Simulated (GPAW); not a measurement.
**free-standing square W monolayer, spacing 2.603 A: a ladder in the plane-wave cutoff**

Two starts of free-standing square W monolayer, spacing 2.603 A are run at each rung of the plane-wave cutoff. Which rung is enough?

Method: RPBE; plane waves with GPAW's PAW setups, scalar-relativistic, in GPAW 26.7.0.

## (1) Set-up

The cell holds 1 atom: 1 W. Cell: a = 2.603 Å, b = 2.603 Å, c = 14.000 Å, α = 90.0°, β = 90.0°, γ = 90.0°. model lattice. Vacuum lies along c.

As a file:

```
W
1.0
     2.60300    0.00000    0.00000
     0.00000    2.60300    0.00000
     0.00000    0.00000   14.00000
W
1
Direct
  0.00000 0.00000 0.50000
```

## (2) Rung 1 (250 eV), start ferro +

The ladder starts at a low cutoff and climbs, to see from where on the results stand still.

File order1.py:

```python
import json
import numpy as np
from ase import Atoms
from ase.parallel import paropen, parprint
from gpaw import GPAW

atoms = Atoms(['W'],
    cell=[[2.603, 0.0, 0.0],
         [0.0, 2.603, 0.0],
         [0.0, 0.0, 14.0]],
    scaled_positions=[[0.0, 0.0, 0.5]],
    pbc=True,
    magmoms=[1.0])
atoms.calc = GPAW(mode={'name': 'pw', 'ecut': 250},
    xc='RPBE',
    kpts={'size': (10, 10, 1), 'gamma': True},
    occupations={'name': 'marzari-vanderbilt', 'width': 0.15},
    convergence={'density': 1e-05, 'energy': 1e-05},
    maxiter=200,
    symmetry={'tolerance': 1e-4},
    txt='order1.txt')
e = atoms.get_potential_energy(force_consistent=True)
res = {'free_energy': e, 'energy_sigma0': atoms.get_potential_energy(), 'fermi_energy': atoms.calc.get_fermi_level()}
res['moments'] = atoms.get_magnetic_moments().tolist()
res['total'] = atoms.get_magnetic_moment()
parprint('site moments (muB):', np.round(res['moments'], 3))
parprint(f"total moment: {res['total']:.3f} muB")
parprint(f'free energy: {e:.6f} eV')
atoms.calc.write('order1.gpw')
with paropen('results.json', 'w') as f:
    json.dump(res, f)
```

On the command line:

```bash
> OMP_NUM_THREADS=1 python3 order1.py > order1.log
```

The program printed:

```text
site moments (muB): [-0.]
total moment: -0.000 muB
free energy: -7.641421 eV

--- order1.txt ---
Input parameters:
  mode=PW(ecut=250),
  convergence={'density': 1e-05, 'energy': 1e-05},
  kpts=MonkhorstPack(size=(10, 10, 1), gamma=True),
  maxiter=200,
  occupations=Occupations(name='marzari-vanderbilt', width=0.15),
  symmetry=Symmetry(tolerance=0.0001),
  xc=XC(name='RPBE')

Diagonalizing LCAO Hamiltonian
Converting LCAO to pw mode
   .-----.
  /|     |
 * |     |
 | |     |
 | |     |
 | |     |
 | |     |
 | |     |
 | |     |
 | |     |
 W |     |
 | |     |
 | |     |
 | |     |
 | |     |
 | |     |
 | |     |
 | .-----.
 |/     /
 *-----*

Atoms  # Å, Bohr magnetons
|   | symbol |        x |        y |        z |    initial magnetic moments |
|---|--------|----------|----------|----------|-----------------------------|
| 0 |      W | 0.000000 | 0.000000 | 7.000000 | ( 0.0000,  0.0000,  1.0000) |

Unit cell  # Å
| periodic |        x |        y |         z |   lengths |    angles |
|----------|----------|----------|-----------|-----------|-----------|
|      yes | 2.603000 | 0.000000 |  0.000000 |  2.603000 | 90.000000 |
|      yes | 0.000000 | 2.603000 |  0.000000 |  2.603000 | 90.000000 |
|      yes | 0.000000 | 0.000000 | 14.000000 | 14.000000 | 90.000000 |

Number of symmetries: 16

BZ-sampling:
  Number of BZ points: 100
  Number of IBZ points: 21

  Monkhorst-Pack size: [10, 10, 1]
  Monkhorst-Pack shift: [0.05, 0.05, 0.0]

Plane wave coefficients: 889
Cutoff: 250.0 eV

Spin-components: 2 (collinear spins)
Bands:           13
Projectors:      6
Spin-degeneracy: 1
Datatype:        complex128

Parallelization:
  kpt:    1
  domain: 1
  band:   1

Density:
  Valence electrons: 14.0
  Components: 2
  Grid points: [10 10 54]
  Charge: 0.0  # |e|

Potential:
  Grid points: [10 10 54]

[... setups left out ...]
Reference energy: -438784.907910  # eV

eigensolver:
  PPCG
  Converge bands: occupied
  niter=2

density mixing:
  MSR1-Mixer
  Pratt-step length: 0.05
  Maximum mixing coefficient: 0.75
  Old densities: 10
  SVD Regularization: 0.005
  Good broyden scale: 1.0
  Trust region scale: 1.0
  Backstep threshold: 4.0
  History deletion threshold: 6.0
  Fourier metric: weight=20.0, sigma=0.015

occupation numbers:
  Marzari-Vanderbilt:
    width: 0.1500  # eV

poisson solver:
  ecut: 2000.0  # eV

xc functional:
  name: RPBE with 2 nearest neighbor stencil

convergence criteria:
- Maximum integral of absolute [dens]ity change: 1e-05 electrons / valence electron
- Maximum [total energy] change in last 3 cyles: 1e-05 eV / valence electron
- Maximum integral of absolute [eigenst]ate change: 4e-08 eV^2 / valence electron
maximum number of iterations: 200

SCF iterations
|iter     |      energy | eigst |  dens |  magmom |
|---------|-------------|-------|-------|---------|
|iter:   1|       0s |   -7.884309 | -0.37 |       |  +1.0012|
|iter:   2|       0s |   -7.835595 | -1.93 | -0.89 |  +0.9629|
|iter:   3|       1s |   -7.639474 | -1.36 | -0.91 |  +0.3052|
|iter:   4|       1s |   -7.637111 | -2.87 | -1.74 |  +0.2919|
|iter:   5|       2s |   -7.639962 | -3.59 | -1.93 |  +0.2188|
|iter:   6|       2s |   -7.640549 | -4.37 | -2.34 |  +0.1806|
|iter:   7|       2s |   -7.640982 | -4.78 | -2.58 |  +0.1380|
|iter:   8|       3s |   -7.641222 | -4.77 | -2.66 |  +0.0909|
|iter:   9|       3s |   -7.641306 | -5.34 | -2.98 |  +0.0686|
|iter:  10|       4s |   -7.641392 | -5.11 | -3.13 |  +0.0307|
|iter:  11|       4s |   -7.641414c| -5.57 | -3.45 |  +0.0119|
|iter:  12|       4s |   -7.641420c| -5.74 | -3.72 |  -0.0044|
|iter:  13|       5s |   -7.641421c| -7.05 | -4.03 |  -0.0012|
|iter:  14|       5s |   -7.641421c| -7.49c| -4.34 |  +0.0006|
|iter:  15|       6s |   -7.641421c| -8.23c| -4.86 |  -0.0003|
|iter:  16|       6s |   -7.641421c| -8.47c| -5.50c|  -0.0000|

Converged in 16 steps
Energy contributions relative to reference atoms: (reference = -438784.907910)

Energy contributions:
  Kinetic:          -3.437616
  Coulomb:           1.482252
  Zero:              0.199599
  External:          0.000000
  Xc:               -5.879314
  Entropy:          -0.006342
  Spinorbit:         0.000000
  ----------------------------
  Free energy:      -7.641421
  Extrapolated:     -7.641421

dipole moment: (-9.674390, -9.674390, 0.000014)  # |e|*Ang

Total magnetic moment: (0.000000, 0.000000, -0.000013)

Local magnetic moments
|        x |        y |         z |
|----------|----------|-----------|
| 0.000000 | 0.000000 | -0.000005 |  # W    0

Fermi level: -1.610
Eigenvalues  # (at kpt = [0.000, 0.000, 0.000])
| band index |      eig [eV] | occ [0-1] |      eig [eV] | occ [0-1] |
|------------|---------------|-----------|---------------|-----------|
|          0 |       -75.316 |     1.000 |       -75.316 |     1.000 |
|          1 |       -40.001 |     1.000 |       -40.001 |     1.000 |
|          2 |       -39.002 |     1.000 |       -39.002 |     1.000 |
|          3 |       -39.002 |     1.000 |       -39.002 |     1.000 |
|          4 |        -7.811 |     1.000 |        -7.811 |     1.000 |
|          5 |        -5.134 |     1.000 |        -5.134 |     1.000 |
|          6 |        -3.076 |     1.000 |        -3.076 |     1.000 |
|          7 |        -1.093 |     0.000 |        -1.093 |     0.000 |
|          8 |         1.612 |     0.000 |         1.612 |     0.000 |
|          9 |         1.612 |     0.000 |         1.612 |     0.000 |
|         10 |         2.846 |     0.000 |         2.846 |     0.000 |
|         11 |         3.682 |     0.000 |         3.682 |     0.000 |
|         12 |         3.975 |     0.000 |         3.975 |     0.000 |

No gap
No difference between direct/indirect transitions
```

Elapsed: 8.5 s, on 1 MPI rank of Intel Xeon 6975P-C (Granite Rapids), shared host; peak memory 0.14 GiB.

Read from the output:

```
final state : non-magnetic
```

After 16 cycles the seed has died away: no moment is left.

## (3) Rung 1 (250 eV), start antiferro q=(1/2,1/2,0) +-

The second start gives the energy difference between the two end states, the quantity that is followed up the ladder. Its q is in fractions of the reciprocal vectors of the first run's cell.

File order2.py:

```python
import json
import numpy as np
from ase import Atoms
from ase.parallel import paropen, parprint
from gpaw import GPAW

atoms = Atoms(['W', 'W'],
    cell=[[5.206, 0.0, 0.0],
         [2.603, 2.603, 0.0],
         [0.0, 0.0, 14.0]],
    scaled_positions=[[0.0, 0.0, 0.5],
         [0.5, 0.0, 0.5]],
    pbc=True,
    magmoms=[1.0, -1.0])
atoms.calc = GPAW(mode={'name': 'pw', 'ecut': 250},
    xc='RPBE',
    kpts={'size': (5, 10, 1), 'gamma': True},
    occupations={'name': 'marzari-vanderbilt', 'width': 0.15},
    convergence={'density': 1e-05, 'energy': 1e-05},
    maxiter=200,
    symmetry={'tolerance': 1e-4},
    txt='order2.txt')
e = atoms.get_potential_energy(force_consistent=True)
res = {'free_energy': e, 'energy_sigma0': atoms.get_potential_energy(), 'fermi_energy': atoms.calc.get_fermi_level()}
res['moments'] = atoms.get_magnetic_moments().tolist()
res['total'] = atoms.get_magnetic_moment()
parprint('site moments (muB):', np.round(res['moments'], 3))
parprint(f"total moment: {res['total']:.3f} muB")
parprint(f'free energy: {e:.6f} eV')
atoms.calc.write('order2.gpw')
with paropen('results.json', 'w') as f:
    json.dump(res, f)
```

On the command line:

```bash
> OMP_NUM_THREADS=1 python3 order2.py > order2.log
```

The program printed:

```text
UserWarning: Initial realspace grid (20,14,54) inconsistent with symmetries.
UserWarning: Using symmetrized grid: (20,20,54).

site moments (muB): [ 0.693 -0.693]
total moment: 0.000 muB
free energy: -15.326966 eV

--- order2.txt ---
Input parameters:
  mode=PW(ecut=250),
  convergence={'density': 1e-05, 'energy': 1e-05},
  kpts=MonkhorstPack(size=(5, 10, 1), gamma=True),
  maxiter=200,
  occupations=Occupations(name='marzari-vanderbilt', width=0.15),
  symmetry=Symmetry(tolerance=0.0001),
  xc=XC(name='RPBE')

Diagonalizing LCAO Hamiltonian
Converting LCAO to pw mode

       W     W

Atoms  # Å, Bohr magnetons
|   | symbol |        x |        y |        z |    initial magnetic moments |
|---|--------|----------|----------|----------|-----------------------------|
| 0 |      W | 0.000000 | 0.000000 | 7.000000 | ( 0.0000,  0.0000,  1.0000) |
| 1 |      W | 2.603000 | 0.000000 | 7.000000 | ( 0.0000,  0.0000, -1.0000) |

Number of symmetries: 8

BZ-sampling:
  Number of BZ points: 50
  Number of IBZ points: 18

  Monkhorst-Pack size: [5, 10, 1]
  Monkhorst-Pack shift: [0.0, 0.05, 0.0]

Plane wave coefficients: 1723
Cutoff: 250.0 eV

Spin-components: 2 (collinear spins)
Bands:           21
Projectors:      12
Spin-degeneracy: 1
Datatype:        complex128

Parallelization:
  kpt:    1
  domain: 1
  band:   1

Density:
  Valence electrons: 28.0
  Components: 2
  Grid points: [20 20 54]
  Charge: 0.0  # |e|

Potential:
  Grid points: [20 20 54]

[... setups left out ...]
Reference energy: -877569.815819  # eV

convergence criteria:
- Maximum integral of absolute [dens]ity change: 1e-05 electrons / valence electron
[...]
|iter:  18|      31s |  -15.326966c| -5.68 | -3.48 |  +0.0000|
|iter:  19|      33s |  -15.326966c| -6.77 | -4.55 |  +0.0000|
|iter:  20|      35s |  -15.326966c| -7.89c| -4.85 |  +0.0000|
|iter:  21|      36s |  -15.326966c| -7.98c| -5.29c|  +0.0000|

Converged in 21 steps
Energy contributions relative to reference atoms: (reference = -877569.815819)

Energy contributions:
  Kinetic:          -3.506278
  Coulomb:           0.363573
  Zero:              0.386244
  External:          0.000000
  Xc:              -12.555871
  Entropy:          -0.014635
  Spinorbit:         0.000000
  ----------------------------
  Free energy:     -15.326966
  Extrapolated:    -15.326966

dipole moment: (-38.700202, -19.350104, 0.000028)  # |e|*Ang

Total magnetic moment: (0.000000, 0.000000, 0.000003)

Local magnetic moments
|        x |        y |         z |
|----------|----------|-----------|
| 0.000000 | 0.000000 |  0.693166 |  # W    0
| 0.000000 | 0.000000 | -0.693165 |  # W    1

Fermi level: -1.716
Eigenvalues  # (at kpt = [0.000, 0.000, 0.000])
| band index |      eig [eV] | occ [0-1] |      eig [eV] | occ [0-1] |
|------------|---------------|-----------|---------------|-----------|
|          0 |       -75.404 |     1.000 |       -75.404 |     1.000 |
|        ... |               |           |               |           |
|          6 |       -39.029 |     1.000 |       -39.029 |     1.000 |
|          7 |       -39.029 |     1.000 |       -39.029 |     1.000 |
|          8 |        -7.922 |     1.000 |        -7.922 |     1.000 |
|          9 |        -6.205 |     1.000 |        -6.205 |     1.000 |
[...]
|         17 |         1.673 |     0.000 |         1.673 |     0.000 |
|         18 |         2.896 |     0.000 |         2.896 |     0.000 |
|         19 |         3.717 |     0.000 |         3.717 |     0.000 |
|         20 |         3.880 |     0.000 |         3.880 |     0.000 |

No gap
No difference between direct/indirect transitions
```

It took 40 s on 1 MPI rank; peak memory 0.2 GiB.

Numbers from this step:

```
magnetization  : 0 μB
final state    : antiferromagnetic
largest moment : 0.6932 μB
```

This start lies -22.1 meV a seeded atom from the first; its largest moment is 0.693 μB.

## (4) Rung 2 (325 eV), start ferro +

order1.py is the script of step 2 with these lines changed:

```diff
@@ -13,3 +13,3 @@
     magmoms=[1.0])
-atoms.calc = GPAW(mode={'name': 'pw', 'ecut': 250},
+atoms.calc = GPAW(mode={'name': 'pw', 'ecut': 325},
     xc='RPBE',
```

On the command line:

```bash
> OMP_NUM_THREADS=1 python3 order1.py > order1.log
```

The program printed:

```text
site moments (muB): [0.]
total moment: 0.000 muB
free energy: -7.770678 eV

--- order1.txt ---
Input parameters:
  mode=PW(ecut=325),
  convergence={'density': 1e-05, 'energy': 1e-05},
  kpts=MonkhorstPack(size=(10, 10, 1), gamma=True),
  maxiter=200,
  occupations=Occupations(name='marzari-vanderbilt', width=0.15),
  symmetry=Symmetry(tolerance=0.0001),
  xc=XC(name='RPBE')

Diagonalizing LCAO Hamiltonian
[...]
|          3 |       -38.995 |     1.000 |       -38.995 |     1.000 |
|          4 |        -7.796 |     1.000 |        -7.796 |     1.000 |
[...]
|          9 |         1.597 |     0.000 |         1.597 |     0.000 |
|         10 |         2.842 |     0.000 |         2.842 |     0.000 |
|         11 |         3.671 |     0.000 |         3.671 |     0.000 |
|         12 |         3.940 |     0.000 |         3.940 |     0.000 |

No gap
No difference between direct/indirect transitions


[key lines of the parts left out:]
Free energy:      -7.770678
Converged in 16 steps
dipole moment: (-9.678638, -9.678638, 0.000014)  # |e|*Ang
Fermi level: -1.609
```

Elapsed: 14 s, on 1 MPI rank; peak memory 0.15 GiB.

Numbers from this step:

| Property | Result |
| --- | --- |
| final state | non-magnetic |

After 16 cycles the seed has died away: no moment is left.

## (5) Rung 2 (325 eV), start antiferro q=(1/2,1/2,0) +-

order2.py is the script of step 3 with these lines changed:

```diff
@@ -14,3 +14,3 @@
     magmoms=[1.0, -1.0])
-atoms.calc = GPAW(mode={'name': 'pw', 'ecut': 250},
+atoms.calc = GPAW(mode={'name': 'pw', 'ecut': 325},
     xc='RPBE',
```

On the command line:

```bash
> OMP_NUM_THREADS=1 python3 order2.py > order2.log
```

The program printed:

```text
UserWarning: Initial realspace grid (24,16,60) inconsistent with symmetries.
UserWarning: Using symmetrized grid: (24,24,60).

site moments (muB): [ 0.718 -0.718]
total moment: 0.000 muB
free energy: -15.588486 eV

--- order2.txt ---
Input parameters:
  mode=PW(ecut=325),
  convergence={'density': 1e-05, 'energy': 1e-05},
  kpts=MonkhorstPack(size=(5, 10, 1), gamma=True),
  maxiter=200,
[...]
|          8 |        -7.908 |     1.000 |        -7.908 |     1.000 |
|          9 |        -6.199 |     1.000 |        -6.199 |     1.000 |
[...]
|         17 |         1.664 |     0.000 |         1.664 |     0.000 |
|         18 |         2.893 |     0.000 |         2.893 |     0.000 |
|         19 |         3.706 |     0.000 |         3.706 |     0.000 |
|         20 |         3.845 |     0.000 |         3.845 |     0.000 |

No gap
No difference between direct/indirect transitions


[key lines of the parts left out:]
Free energy:     -15.588486
Converged in 18 steps
dipole moment: (-38.716969, -19.358487, 0.000028)  # |e|*Ang
Fermi level: -1.718
```

Elapsed: 53 s, on 1 MPI rank; peak memory 0.24 GiB.

This step gave:

```yaml
magnetization: 0 μB
final_state: antiferromagnetic
largest_moment: 0.7177 μB
```

This start lies -23.6 meV a seeded atom from the first, a change of -1.5 meV since rung 1; its largest moment is 0.718 μB.

## (6) Rung 3 (400 eV), start ferro +

order1.py is the script of step 4 with these lines changed:

```diff
@@ -13,3 +13,3 @@
     magmoms=[1.0])
-atoms.calc = GPAW(mode={'name': 'pw', 'ecut': 325},
+atoms.calc = GPAW(mode={'name': 'pw', 'ecut': 400},
     xc='RPBE',
```

On the command line:

```bash
> OMP_NUM_THREADS=1 python3 order1.py > order1.log
```

The program printed:

```text
site moments (muB): [0.]
total moment: 0.000 muB
free energy: -7.814488 eV

--- order1.txt ---
Input parameters:
  mode=PW(ecut=400),
  convergence={'density': 1e-05, 'energy': 1e-05},
  kpts=MonkhorstPack(size=(10, 10, 1), gamma=True),
  maxiter=200,
  occupations=Occupations(name='marzari-vanderbilt', width=0.15),
  symmetry=Symmetry(tolerance=0.0001),
  xc=XC(name='RPBE')

Diagonalizing LCAO Hamiltonian
[...]
|          3 |       -38.984 |     1.000 |       -38.984 |     1.000 |
|          4 |        -7.793 |     1.000 |        -7.793 |     1.000 |
[...]
|          9 |         1.590 |     0.000 |         1.590 |     0.000 |
|         10 |         2.839 |     0.000 |         2.839 |     0.000 |
|         11 |         3.665 |     0.000 |         3.665 |     0.000 |
|         12 |         3.935 |     0.000 |         3.935 |     0.000 |

No gap
No difference between direct/indirect transitions


[key lines of the parts left out:]
Free energy:      -7.814488
Converged in 16 steps
dipole moment: (-9.679087, -9.679087, 0.000014)  # |e|*Ang
Fermi level: -1.609
```

Wall time 15 s (1 MPI rank); peak memory 0.17 GiB.

This step gave:

| Item | Value |
| --- | --- |
| final state | non-magnetic |

After 16 cycles the seed has died away: no moment is left.

## (7) Rung 3 (400 eV), start antiferro q=(1/2,1/2,0) +-

order2.py is the script of step 5 with these lines changed:

```diff
@@ -14,3 +14,3 @@
     magmoms=[1.0, -1.0])
-atoms.calc = GPAW(mode={'name': 'pw', 'ecut': 325},
+atoms.calc = GPAW(mode={'name': 'pw', 'ecut': 400},
     xc='RPBE',
```

On the command line:

```bash
> OMP_NUM_THREADS=1 python3 order2.py > order2.log
```

The program printed:

```text
UserWarning: Initial realspace grid (25,18,70) inconsistent with symmetries.
UserWarning: Using symmetrized grid: (25,25,70).

site moments (muB): [ 0.725 -0.725]
total moment: -0.000 muB
free energy: -15.676806 eV

--- order2.txt ---
Input parameters:
  mode=PW(ecut=400),
  convergence={'density': 1e-05, 'energy': 1e-05},
  kpts=MonkhorstPack(size=(5, 10, 1), gamma=True),
  maxiter=200,
[...]
|          8 |        -7.905 |     1.000 |        -7.905 |     1.000 |
|          9 |        -6.196 |     1.000 |        -6.196 |     1.000 |
[...]
|         17 |         1.659 |     0.000 |         1.659 |     0.000 |
|         18 |         2.890 |     0.000 |         2.890 |     0.000 |
|         19 |         3.699 |     0.000 |         3.699 |     0.000 |
|         20 |         3.840 |     0.000 |         3.840 |     0.000 |

No gap
No difference between direct/indirect transitions


[key lines of the parts left out:]
Free energy:     -15.676806
Converged in 21 steps
dipole moment: (-38.718563, -19.359284, 0.000028)  # |e|*Ang
Fermi level: -1.719
```

Elapsed: 80 s, on 1 MPI rank; peak memory 0.28 GiB.

Numbers from this step:

```yaml
magnetization: 0 μB
final_state: antiferromagnetic
largest_moment: 0.7248 μB
```

This start lies -23.9 meV a seeded atom from the first, a change of -0.3 meV since rung 2; its largest moment is 0.725 μB.

## (8) Rung 4 (500 eV), start ferro +

order1.py is the script of step 6 with these lines changed:

```diff
@@ -13,3 +13,3 @@
     magmoms=[1.0])
-atoms.calc = GPAW(mode={'name': 'pw', 'ecut': 400},
+atoms.calc = GPAW(mode={'name': 'pw', 'ecut': 500},
     xc='RPBE',
```

On the command line:

```bash
> OMP_NUM_THREADS=1 python3 order1.py > order1.log
```

The program printed:

```text
site moments (muB): [-0.]
total moment: 0.000 muB
free energy: -7.824832 eV

--- order1.txt ---
Input parameters:
  mode=PW(ecut=500),
  convergence={'density': 1e-05, 'energy': 1e-05},
  kpts=MonkhorstPack(size=(10, 10, 1), gamma=True),
  maxiter=200,
  occupations=Occupations(name='marzari-vanderbilt', width=0.15),
  symmetry=Symmetry(tolerance=0.0001),
  xc=XC(name='RPBE')

Diagonalizing LCAO Hamiltonian
[...]
|          3 |       -38.982 |     1.000 |       -38.982 |     1.000 |
|          4 |        -7.793 |     1.000 |        -7.793 |     1.000 |
[...]
|          9 |         1.590 |     0.000 |         1.590 |     0.000 |
|         10 |         2.838 |     0.000 |         2.838 |     0.000 |
|         11 |         3.663 |     0.000 |         3.663 |     0.000 |
|         12 |         3.932 |     0.000 |         3.932 |     0.000 |

No gap
No difference between direct/indirect transitions


[key lines of the parts left out:]
Free energy:      -7.824832
Converged in 16 steps
dipole moment: (-9.679268, -9.679268, 0.000014)  # |e|*Ang
Fermi level: -1.609
```

The job ended after 18 s (1 MPI rank; peak memory 0.19 GiB).

Numbers from this step:

* final state: non-magnetic

After 16 cycles the seed has died away: no moment is left.

(Part 1 of 2 ends here.)

[Logs and program files are shortened in this print: banners, set-up blocks, solver, clock and traceback lines can be left out without a mark of their own.]

[Logs are printed without paths, hosts, clocks, repeated set-up lines and the standing remarks that a program may print on its own settings, such as how far it seeks lower states.]

[Hosts, paths, dates, database ids (printed as entryN), source tags and the programs' standing remarks are cut or masked in the printed files.]

[Where a cell is said to come from a database of computed structures, the database is the Materials Project.]
